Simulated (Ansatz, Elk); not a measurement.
# How far do independent atoms describe RbHg?, part 2 of 2

The structure of RbHg used here is made up (a known structure type with other elements) and was relaxed beforehand with PBEsol. The aim is the Fourier transform of its all-electron density, F(hkl), set beside the sum over free spherical atoms that refinements use.

Elk 11.2.3 (patched build); all-electron DFT.

So far: The starting structure; Ground state and structure factors; The highest occupied states alone.

The structure was built from a prototype and need not be the compound's stable phase.

## 4. Another functional

Level of this step: DFT, LDA (Perdew-Wang), all-electron APW+lo, Dirac cores, scalar-relativistic bands, static density, no spin (Elk).

The difference from free atoms is small, so it is set against the change that LDA (Perdew-Wang) makes.

Input file elk.in:

```
tasks
  0
  195

xctype
  3

spinpol
  .false.

rgkmax
  7.0

gmaxvr
  14.0

lmaxo
  7

lmaxapw
  8

swidth
  0.002

tshift
  .false.

ramdisk
  .false.

hmaxvr
  5.5

maxscl
  120

epspot
  1e-06

sppath
  './'

avec
  4.52761226712 2.61401816099 8.71891964421
  -4.52761226712 2.61401816099 8.71891964421
  0.00000000000 -5.22803632264 8.71891964402

atoms
  2
  'Hg.in'
  1
  -0.0000000000 0.0000000000 0.0000000000   0.000000 0.000000 0.000000
  'Rb.in'
  1
  0.5000000000 0.5000000000 0.5000000000   0.000000 0.000000 0.000000

ngridk
  6 6 6
```

Launch:

```sh
OMP_NUM_THREADS=4 elk
```

Numbers of over 12 decimals in the logs are rounded to 6 here.

Log:

```text
┌─────────────────────────┐
│ Elk code version 11.2.3 │
└─────────────────────────┘

All units are atomic (Hartree, Bohr, etc.)

┌─────────────────────────────────────────────────┐
│ Ground-state run starting from atomic densities │
└─────────────────────────────────────────────────┘

Lattice vectors :
   4.527612267       2.614018161       8.718919644
  -4.527612267       2.614018161       8.718919644
   0.000000000      -5.228036323       8.718919644

Reciprocal lattice vectors :
  0.6938740484      0.4006083686      0.2402126855
[...]
Charges :
 core                        :    90.00000000
 valence                     :    27.00000000
 interstitial                :    2.790942507
 muffin-tins (core leakage)
  species : 1 (Hg)
   atom 1                    :    78.82529753     (  0.6346142909E-04)
  species : 2 (Rb)
   atom 1                    :    35.38375996     (  0.8755273292E-04)
 total in muffin-tins        :    114.2090575
 total calculated charge     :    116.9998970
 total charge                :    117.0000000
 error                       :   0.1030256136E-03

┌──────────────────────────────┐
│ Self-consistent loop stopped │
└──────────────────────────────┘

Wrote STATE.OUT
[key lines of the parts left out:]
total energy                :     -22628.993146478
```

Run time: 6.7 s. Hardware: 4 threads of Intel Xeon 6975P-C (Granite Rapids), shared host; peak memory 0.16 GiB.

Against the first run R = 0.02 %; the largest change is -0.018 at 1 3 16.

## 5. Basis size

A smaller basis shows how fast F responds to it; the change is likely larger than the basis error of the first run, but doesn't show convergence.

Edit elk.in of step 4 so:

```diff
@@ -5,3 +5,3 @@
 xctype
-  3
+  20
 
@@ -11,3 +11,3 @@
 rgkmax
-  7.0
+  5.5
```

Launch:

```sh
OMP_NUM_THREADS=4 elk
```

Log:

```text
┌─────────────────────────┐
│ Elk code version 11.2.3 │
└─────────────────────────┘

All units are atomic (Hartree, Bohr, etc.)

┌─────────────────────────────────────────────────┐
│ Ground-state run starting from atomic densities │
└─────────────────────────────────────────────────┘

Lattice vectors :
   4.527612267       2.614018161       8.718919644
  -4.527612267       2.614018161       8.718919644
   0.000000000      -5.228036323       8.718919644

Reciprocal lattice vectors :
  0.6938740484      0.4006083686      0.2402126855
[...]
Charges :
 core                        :    90.00000000
 valence                     :    27.00000000
 interstitial                :    2.885291221
 muffin-tins (core leakage)
  species : 1 (Hg)
   atom 1                    :    78.76773998     (  0.7081815984E-04)
  species : 2 (Rb)
   atom 1                    :    35.34696880     (  0.9209536932E-04)
 total in muffin-tins        :    114.1147088
 total calculated charge     :    116.9998328
 total charge                :    117.0000000
 error                       :   0.1671704542E-03

┌──────────────────────────────┐
│ Self-consistent loop stopped │
└──────────────────────────────┘

Wrote STATE.OUT
[key lines of the parts left out:]
total energy                :     -22643.217911418
```

Run time: 9.6 s. Hardware: 4 threads; peak memory 0.16 GiB.

Against the first run R = 0.01 %; the largest change is +0.044 at 122.

## 6. Basis size

The basis and the expansions that go with it are enlarged, to see whether the differences are converged.

Edit elk.in of step 5 so:

```diff
@@ -11,12 +11,12 @@
 rgkmax
-  5.5
+  8.5
 
 gmaxvr
-  14.0
+  18.0
 
 lmaxo
-  7
+  9
 
 lmaxapw
-  8
+  10
```

Launch:

```sh
OMP_NUM_THREADS=4 elk
```

Log:

```text
┌─────────────────────────┐
│ Elk code version 11.2.3 │
└─────────────────────────┘

All units are atomic (Hartree, Bohr, etc.)

┌─────────────────────────────────────────────────┐
│ Ground-state run starting from atomic densities │
└─────────────────────────────────────────────────┘

Lattice vectors :
   4.527612267       2.614018161       8.718919644
  -4.527612267       2.614018161       8.718919644
   0.000000000      -5.228036323       8.718919644

Reciprocal lattice vectors :
  0.6938740484      0.4006083686      0.2402126855
[...]
Charges :
 core                        :    90.00000000
 valence                     :    27.00000000
 interstitial                :    2.751049465
 muffin-tins (core leakage)
  species : 1 (Hg)
   atom 1                    :    78.84384193     (  0.7066140611E-04)
  species : 2 (Rb)
   atom 1                    :    35.40510861     (  0.9277049909E-04)
 total in muffin-tins        :    114.2489505
 total calculated charge     :    116.9998333
 total charge                :    117.0000000
 error                       :   0.1667186348E-03

┌──────────────────────────────┐
│ Self-consistent loop stopped │
└──────────────────────────────┘

Wrote STATE.OUT
[key lines of the parts left out:]
total energy                :     -22643.327058327
```

Run time: 22 s. Hardware: 4 threads; peak memory 0.31 GiB; 44 s of CPU time.

Against the first run R = 0.00 %; the largest change is -0.008 at 208.

## 7. Settings against the effect

| run | R against the first run (%) | R against neutral atoms, low angle (%) | wall time |
| --- | --- | --- | --- |
| PBE, rgkmax 7 | 0.00 | 0.14 | 10 s |
| LDA (Perdew-Wang) | 0.02 | 0.15 | 6.7 s |
| rgkmax 5.5 | 0.01 | 0.14 | 9.6 s |
| rgkmax 8.5 with larger expansions | 0.00 | 0.14 | 22 s |

## 8. Results

```
R against neutral atoms, sin θ/λ < 0.3 Å⁻¹ : 0.14 %
R against neutral atoms, 0.3 to 0.75 Å⁻¹   : 0.11 %
```

In words: Independent neutral atoms miss the calculated amplitudes by R = 0.14 % below 0.3 Å⁻¹ and 0.11 % from there to 0.75 Å⁻¹; by shells, 0.10 % below 0.15 Å⁻¹ (3 forms), 0.15 % 0.15 to 0.3 (9 forms), 0.09 % 0.3 to 0.45 (26 forms), 0.12 % above 0.45 (111 forms). Bonding, aspherical density and the tables' own atoms all enter these figures, and the runs don't part them. The largest change of an amplitude is -0.12 electrons, at 015. The window's part falls from 19.0 electrons at the origin to at most 0.41 between 0.45 and 0.75 Å⁻¹. The window holds more than the 13 outer electrons of the free atoms, so shallow core shells lie inside it. Below 0.3 Å⁻¹ the changes that finished (LDA (Perdew-Wang), rgkmax 5.5 and rgkmax 8.5 with larger expansions) move F by R = 0.03 % at most, against the 0.14 % that separates it from free atoms. A single amplitude moves by up to 0.04 electrons, against 0.12 for the largest difference from free atoms. The k-mesh has no finished test. Spin-orbit coupling is left out, which can matter for elements this heavy. Part of the difference isn't bonding: the tables are fits to free atoms and ions calculated by other methods than this functional. Thermal motion, anomalous dispersion and extinction are left out.

[Logs are printed without paths, hosts, clocks, repeated set-up lines and the standing remarks that a program may print on its own settings, such as how far it seeks lower states.]

[Hosts, paths, dates, database ids (printed as entryN), source tags and the programs' standing remarks are cut or masked in the printed files.]
